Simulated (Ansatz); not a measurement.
# SmCd (Pm-3m): the cell at rest

Task: relax SmCd (Pm-3m) tightly.

Main program and level: Ansatz 0.2.0; DFT PBEsol, scalar-relativistic, plane waves, PAW.

Report form: the programs' logs are mostly left out.

In doubt: a part-filled 4f shell, where there is one, can sit in one of many states (steps 2, 3, 4, 6, 7, 8), so energies may not be the lowest and differences between runs may mislead; derivatives with an open 4f shell can jump between states (steps 2, 3, 4, 6, 7, 8), which bears on forces and vibrations; warnings of the run leave room for a lower electronic state (step 3), so energies may not be the lowest and differences between runs may mislead.

## Step 1: The starting structure

Symmetry: Pm-3m, No. 221, cubic system. The conventional cell has a = 3.771 Å, b = 3.771 Å, c = 3.771 Å, α = 90.00°, β = 90.00°, γ = 90.00°. Nearest to Sm lie 8 Cd at 3.27 Å. Nearest to Cd lie 8 Sm at 3.27 Å. Farther neighbours are not listed.

## Step 2: A magnetic order at the starting cell, 2 atoms

Phonons depend on the magnetic state, so simple orders are compared first, at the starting cell. This run starts ferromagnetic.

File input.yaml:

```yaml
crystal:
  lattice:
    - [3.771, 0.0, 0.0]
    - [0.0, 3.771, 0.0]
    - [0.0, 0.0, 3.771]
  atoms:
    - { symbol: Sm, position: [0.5, 0.5, 0.5], spin: 5.0 }
    - { symbol: Cd, position: [0.0, 0.0, 0.0] }
kpoints:
  mp_grid: { grid: [8, 8, 8] }
hamiltonian:
  xc: pbesol
scf:
  occupations: { method: gaussian, width: 0.05 }
  max_iter: 100
output:
  forces: true
  stress: true
  eigenvalues: true
  populations: true
magnetization:
  spin_polarized: true
```

On the command line:

```console
$ ansatz run input.yaml --threads 8 --pin off --max-ram 14336MiB --backend cpu --events-out ev --progress --plain --runs-dir out
```

The job ended after 2.2 s (8 threads of AMD EPYC 9R45, shared host; peak memory 0.49 GiB; 9.5 s of CPU time).

Numbers from this step:

```
magnetization          : 6.107 μB
absolute magnetization : 6.108 μB
site moments           : 5.745, 0.06639 μB
pressure               : 1.485 GPa
volume per atom        : 26.81 Å³
gap on the k-mesh      : 0 eV
```

The cell carries a net spin moment of 6.11 μB and an absolute one of 6.11 μB.

## Step 3: A magnetic order at the starting cell, 4 atoms

Phonons depend on the magnetic state, so simple orders are compared first, at the starting cell. This run starts antiferromagnetic, q = (0.5, 0.5, 0.5).

System of this step: SmCd (Pm-3m). Symmetry: Pm-3m, No. 221, cubic system. The conventional cell has a = 3.771 Å, b = 3.771 Å, c = 3.771 Å, α = 90.00°, β = 90.00°, γ = 90.00°. Nearest to Sm lie 8 Cd at 3.27 Å. Nearest to Cd lie 8 Sm at 3.27 Å. Farther neighbours are not listed.

input.yaml, the sections that differ from step 2:

```yaml
crystal:
  lattice:
    - [3.771, 3.771, 0.0]
    - [3.771, 0.0, 3.771]
    - [3.771, 0.0, -3.771]
  atoms:
    - { symbol: Sm, position: [0.5, 0.25, 0.75], spin: 5.0 }
    - { symbol: Sm, position: [0.5, 0.75, 0.25], spin: -5.0 }
    - { symbol: Cd, position: [0.0, 0.0, 0.0] }
    - { symbol: Cd, position: [0.0, 0.5, 0.5] }
# kpoints, hamiltonian, scf, output, magnetization: as in step 2
```

Wall time 4.8 s (8 threads); peak memory 0.71 GiB; 30 s of CPU time.

This step gave:

- absolute magnetization: 11.61 μB
- site moments: 5.668, -5.668, 4.02e-7, 4.02e-7 μB
- pressure: 1.553 GPa

The cell carries a net spin moment of 0.00 μB and an absolute one of 11.61 μB, so the moments cancel.

## Step 4: A magnetic order at the starting cell, 4 atoms (run 2)

Phonons depend on the magnetic state, so simple orders are compared first, at the starting cell. This run starts antiferromagnetic, q = (0, 0, 0.5).

input.yaml, the sections that differ from step 3:

```yaml
crystal:
  lattice:
    - [3.771, 0.0, 0.0]
    - [0.0, 3.771, 0.0]
    - [0.0, 0.0, 7.542]
  atoms:
    - { symbol: Sm, position: [0.5, 0.5, 0.25], spin: 5.0 }
    - { symbol: Sm, position: [0.5, 0.5, 0.75], spin: -5.0 }
    - { symbol: Cd, position: [0.0, 0.0, 0.0] }
    - { symbol: Cd, position: [0.0, 0.0, 0.5] }
kpoints:
  mp_grid: { grid: [8, 8, 4] }
# hamiltonian, scf, output, magnetization: as in step 3
```

The job ended after 5.3 s (8 threads; peak memory 0.83 GiB).

The cell carries a net spin moment of 0.00 μB and an absolute one of 11.96 μB, so the moments cancel.

## Step 5: The orders compared

An antiferromagnetic start is carried into the relaxation if it ends more than 3 meV per atom below the ferromagnetic start.

This step gave:

* start carried on: antiferromagnetic, q = (0, 0, 0.5)

Orders, by row:

```csv
starting order,atoms,energy from the first start (meV/atom),largest moment (μB),gap on mesh (eV),net moment of the cell (μB),order kept
ferromagnetic,2,0,5.75,0,6.11,yes
"antiferromagnetic, q = (0.5, 0.5, 0.5)",4,8.8,5.67,0,0,yes
"antiferromagnetic, q = (0, 0, 0.5)",4,-6.3,5.72,0,0,yes
```

The start carried on is the antiferromagnetic, q = (0, 0, 0.5) one.

## Step 6: Probe on a coarse mesh

First a cheap look: the gap decides the mesh and the occupations, the pressure tells how far the cell has to move.

Edit input.yaml of step 4 so:

```diff
@@ -11,3 +11,3 @@
 kpoints:
-  mp_grid: { grid: [8, 8, 4] }
+  mp_grid: { grid: [6, 6, 4] }
 hamiltonian:
@@ -15,4 +15,4 @@
 scf:
-  occupations: { method: gaussian, width: 0.05 }
-  max_iter: 100
+  occupations: { method: gaussian, width: 0.1 }
+  lower_state_search: "off"
 output:
```

The job ended after 1.2 s (8 threads; peak memory 0.76 GiB; 7.1 s of CPU time).

Numbers from this step:

* absolute magnetization: 11.97 μB
* site moments: 5.720, -5.720, 2.84e-16, -2.53e-16 μB
* pressure: 1.540 GPa

The coarse mesh shows no gap and a pressure of 1.5 GPa.

## Step 7: Relaxation

Harmonic phonons are second derivatives at a point where the forces vanish, and they are wanted at zero stress, so atoms and cell are relaxed first.

File input.yaml:

```yaml
crystal:
  lattice:
    - [3.771, 0.0, 0.0]
    - [0.0, 3.771, 0.0]
    - [0.0, 0.0, 7.542]
  atoms:
    - { symbol: Sm, position: [0.5, 0.5, 0.25], spin: 6.29 }
    - { symbol: Sm, position: [0.5, 0.5, 0.75], spin: -6.29 }
    - { symbol: Cd, position: [0.0, 0.0, 0.0] }
    - { symbol: Cd, position: [0.0, 0.0, 0.5] }
kpoints:
  mp_grid: { grid: [12, 12, 6] }
hamiltonian:
  xc: pbesol
scf:
  occupations: { method: gaussian, width: 0.1 }
output:
  forces: true
  stress: true
  eigenvalues: true
  populations: true
  write_density: true
  write_potential: true
  elf: true
  volumetric_format: npy
magnetization:
  spin_polarized: true
relax:
  adjacent_minimum: "off"
  f_tol: 0.005
  max_steps: 80
  cell: { stress_tol: 0.05 }
```

The job ended after 16 s (8 threads; peak memory 1.2 GiB; 1.9 min of CPU time).

Relaxation path:

```csv
step,energy less that of the first step (eV),largest force component (eV/Å),pressure (GPa),volume (Å³)
1,0.0000,0.0000,1.46,107.25
2,-0.0155,0.0000,-0.12,111.23
3,-0.0160,0.0000,-0.02,110.96
4,-0.0165,0.0000,-0.02,110.93
5*,-0.0176,0.0000,-0.02,110.93
```

Relaxation steps marked * repeat the geometry before them on a plane-wave basis chosen anew for their cell, so energy and pressure can jump there.

Forces are held to the 16 operations that the run works with; a distortion that breaks them can't arise in this run.

```csv
cell as run,before,after,change
a (Å),3.771,3.791,+0.5 %
b (Å),3.771,3.791,+0.5 %
c (Å),7.542,7.719,+2.4 %
volume (Å³/atom),26.81,27.73,+3.4 %
```

The relaxed structure:

```cif
data_structure
_symmetry_space_group_name_H-M 'P 1'
_symmetry_Int_Tables_number 1
_cell_length_a 3.7908
_cell_length_b 3.7908
_cell_length_c 7.7193
_cell_angle_alpha 90.000
_cell_angle_beta 90.000
_cell_angle_gamma 90.000
_cell_volume 110.93
loop_
_atom_site_label
_atom_site_type_symbol
_atom_site_fract_x
_atom_site_fract_y
_atom_site_fract_z
_atom_site_occupancy
Sm1 Sm 0.50000 0.50000 0.25000 1
Sm2 Sm 0.50000 0.50000 0.75000 1
Cd3 Cd 0.00000 0.00000 0.00000 1
Cd4 Cd 0.00000 0.00000 0.50000 1
```

Numbers from this step:

* absolute magnetization: 11.99 μB
* site moments: 5.733, -5.733, 4.38e-16, -3.93e-16 μB
* pressure: -0.02206 GPa
* volume per atom: 27.73 Å³

Spin density in the ac plane at fractional y = 0.000, with atoms of Cd within 0.2 Å of it.

Ten even steps from '0' (-1.73 × 1e-2 e/Å³) to '9' (1.72 × 1e-2 e/Å³), each cell a mean:
```
23454444444543
44544333334454
55443222223455
44432111112344
44322100012334
43321000012233
43321100012334
44332100112344
55432211123445
55543322233455
23544433344543
44454444444544
76545555555456
55456666665545
44566777776544
55567888877655
55677899987665
56678999987766
56678899987665
55667899887655
44567788876654
44456677766544
76455566655456
55545555555455
```
Columns run along a (3.8 Å), rows up along c (7.7 Å). Atoms in or near the plane, at fractional coordinates: Cd at (0.00, 0.00), Cd at (0.00, 0.50).

Valence density in the ac plane at fractional y = 0.000, with atoms of Cd within 0.2 Å of it. It is the smooth field of the valence electrons, not physical close to the nuclei.

Values in e/Å³, 24 rows by 14 columns, each cell a mean:
```
18 13  5  1  0  0  0  0  0  0  0  2  7 14
 7  5  2  1  0  0  0  0  0  0  0  1  3  5
 1  1  1  0  0  0  0  0  0  0  0  0  1  1
 0  0  0  0  0  0  0  0  0  0  0  0  0  0
 0  0  0  0  0  0  0  0  0  0  0  0  0  0
 0  0  0  0  0  0  0  0  0  0  0  0  0  0
 0  0  0  0  0  0  0  0  0  0  0  0  0  0
 0  0  0  0  0  0  0  0  0  0  0  0  0  0
 1  1  0  0  0  0  0  0  0  0  0  0  0  1
 4  3  1  0  0  0  0  0  0  0  0  1  1  3
14 10  4  1  0  0  0  0  0  0  0  2  5 11
24 17  7  1  0  0  0  0  0  0  0  2  9 19
19 13  5  1  0  0  0  0  0  0  0  2  7 15
 6  5  2  1  0  0  0  0  0  0  0  1  2  5
 1  1  1  0  0  0  0  0  0  0  0  0  1  1
 0  0  0  0  0  0  0  0  0  0  0  0  0  0
 0  0  0  0  0  0  0  0  0  0  0  0  0  0
 0  0  0  0  0  0  0  0  0  0  0  0  0  0
 0  0  0  0  0  0  0  0  0  0  0  0  0  0
 0  0  0  0  0  0  0  0  0  0  0  0  0  0
 1  0  0  0  0  0  0  0  0  0  0  0  0  1
 4  3  1  0  0  0  0  0  0  0  0  1  1  3
14 10  4  1  0  0  0  0  0  0  0  2  5 11
24 17  7  1  0  0  0  0  0  0  0  3  9 19
```
Columns run along a (3.8 Å), rows up along c (7.7 Å). Atoms in or near the plane, at fractional coordinates: Cd at (0.00, 0.00), Cd at (0.00, 0.50).

Electrostatic potential energy in the ac plane at fractional y = 0.000, with atoms of Cd within 0.2 Å of it. With pseudopotentials it is smooth inside the atoms' cores, unlike the true potential.

Values in eV, 24 rows by 14 columns, each cell a mean:
```
-18 -16 -12  -3   8  14  15  16  15  13   6  -7 -13 -17
-13 -11  -7   4  11  14  15  15  15  13  10   0  -8 -12
 -3  -1   5  11  13  14  15  15  15  14  13   9   3  -1
 11  11  12  14  14  14  14  14  14  14  14  13  12  11
 15  15  15  15  14  14  13  13  13  14  14  15  15  15
 16  16  15  15  14  14  13  13  13  14  14  15  16  16
 15  15  15  15  14  14  13  13  13  14  14  15  15  15
 13  13  14  14  14  14  14  14  14  14  14  14  14  13
  3   5   8  12  13  14  15  15  14  14  13  11   8   4
-10  -8  -3   7  12  14  15  15  15  14  11   4  -4  -9
-16 -15 -11  -1   9  14  15  16  15  13   8  -5 -12 -16
-18 -17 -13  -5   7  13  15  16  15  12   5  -8 -15 -18
-18 -16 -12  -3   8  13  15  16  15  13   6  -7 -14 -17
-13 -11  -7   4  11  14  15  15  15  13  10   0  -8 -12
 -2   0   5  11  13  14  15  15  15  14  13   9   3  -1
 10  11  12  13  14  14  14  14  14  14  14  13  12  11
 15  15  15  15  14  14  13  13  13  14  14  15  15  15
 16  16  15  15  14  14  13  13  13  14  14  15  15  16
 15  15  15  15  14  14  13  13  13  14  14  15  15  15
 13  13  14  14  14  14  14  14  14  14  14  14  13  13
  4   5   9  12  14  14  14  15  14  14  13  11   8   5
-10  -8  -3   7  12  14  15  15  15  14  11   4  -5  -9
-17 -15 -11  -1   9  14  15  16  15  13   8  -5 -12 -16
-18 -17 -13  -5   7  13  15  16  15  12   5  -8 -15 -18
```
Columns run along a (3.8 Å; values clipped at the 3rd and 97th percentile), rows up along c (7.7 Å). Atoms in or near the plane, at fractional coordinates: Cd at (0.00, 0.00), Cd at (0.00, 0.50).

In this step the volume went from 26.81 to 27.73 Å³/atom.

## Step 8: Relaxing to small forces for the phonons

Phonons need a cell at rest on their own settings, so the relaxation is repeated with tight tolerances on forces and stress, using the mesh and the filling of the phonon run that follows.

File input.yaml:

```yaml
crystal:
  lattice:
    - [3.7907644922, 0.0, 0.0]
    - [0.0, 3.7907644922, 0.0]
    - [0.0, 0.0, 7.7193076822]
  atoms:
    - { symbol: Sm, position: [0.5, 0.5, 0.25], spin: 6.31 }
    - { symbol: Sm, position: [0.5, 0.5, 0.75], spin: -6.31 }
    - { symbol: Cd, position: [0.0, 0.0, 0.0] }
    - { symbol: Cd, position: [0.0, 0.0, 0.5] }
kpoints:
  mp_grid: { grid: [12, 12, 6] }
hamiltonian:
  xc: pbesol
scf:
  occupations: { method: gaussian, width: 0.15 }
output:
  forces: true
  stress: true
  eigenvalues: true
  populations: true
magnetization:
  spin_polarized: true
relax:
  adjacent_minimum: "off"
  f_tol: 0.001
  max_steps: 60
  cell: { stress_tol: 0.01 }
```

Run time: 11 s. Hardware: 8 threads; peak memory 1.2 GiB; 77 s of CPU time.

Little changed from the start: no atom moved by 0.005 Å and no cell edge by 0.1 %.

Numbers from this step:

- absolute magnetization: 11.98 μB
- site moments: 5.731, -5.731, 3.81e-16, -3.55e-16 μB
- pressure: -0.001716 GPa
- volume per atom: 27.77 Å³

The forces vanish by symmetry and the pressure is -0.002 GPa, within the tolerances set. The cell now holds 27.77 Å³/atom. Within 0.01 Å the structure now has space group P4/mmm, not the Pm-3m of the start.

## Step 9: Results

* space group after relaxation (within 0.01 Å): P4/mmm
* lattice constant a: 3.792 Å
* lattice constant b: 3.792 Å
* lattice constant c: 3.862 Å
* volume per atom: 27.8 Å³

In words: The forces vanish by symmetry and the pressure is -0.002 GPa, within the tolerances set. The cell now holds 27.77 Å³/atom. Within 0.01 Å the structure now has space group P4/mmm, not the Pm-3m of the start. The relaxation keeps the symmetry of its start, so it says nothing on stability against lower symmetry. The magnetic order is imposed (antiferromagnetic, q = (0, 0, 0.5), in the reciprocal basis of the primitive cell) and the runs use its cell of 4 atoms, a multiple of the chemical cell, so that Γ here also holds zone-boundary modes of the chemical cell; it can lower the symmetry of the database entry. The magnetic state is the one that the run reached from its starting moments; a lower one was not ruled out. The 4f shell is treated without a U, so valence and screening may be off. Spin-orbit coupling is left out, which can matter for the heavy elements here.

[Logs are printed without paths, hosts, clocks, repeated set-up lines and the standing remarks that a program may print on its own settings, such as how far it seeks lower states.]

[Hosts, paths, dates, database ids (printed as entryN), source tags and the programs' standing remarks are cut or masked in the printed files.]
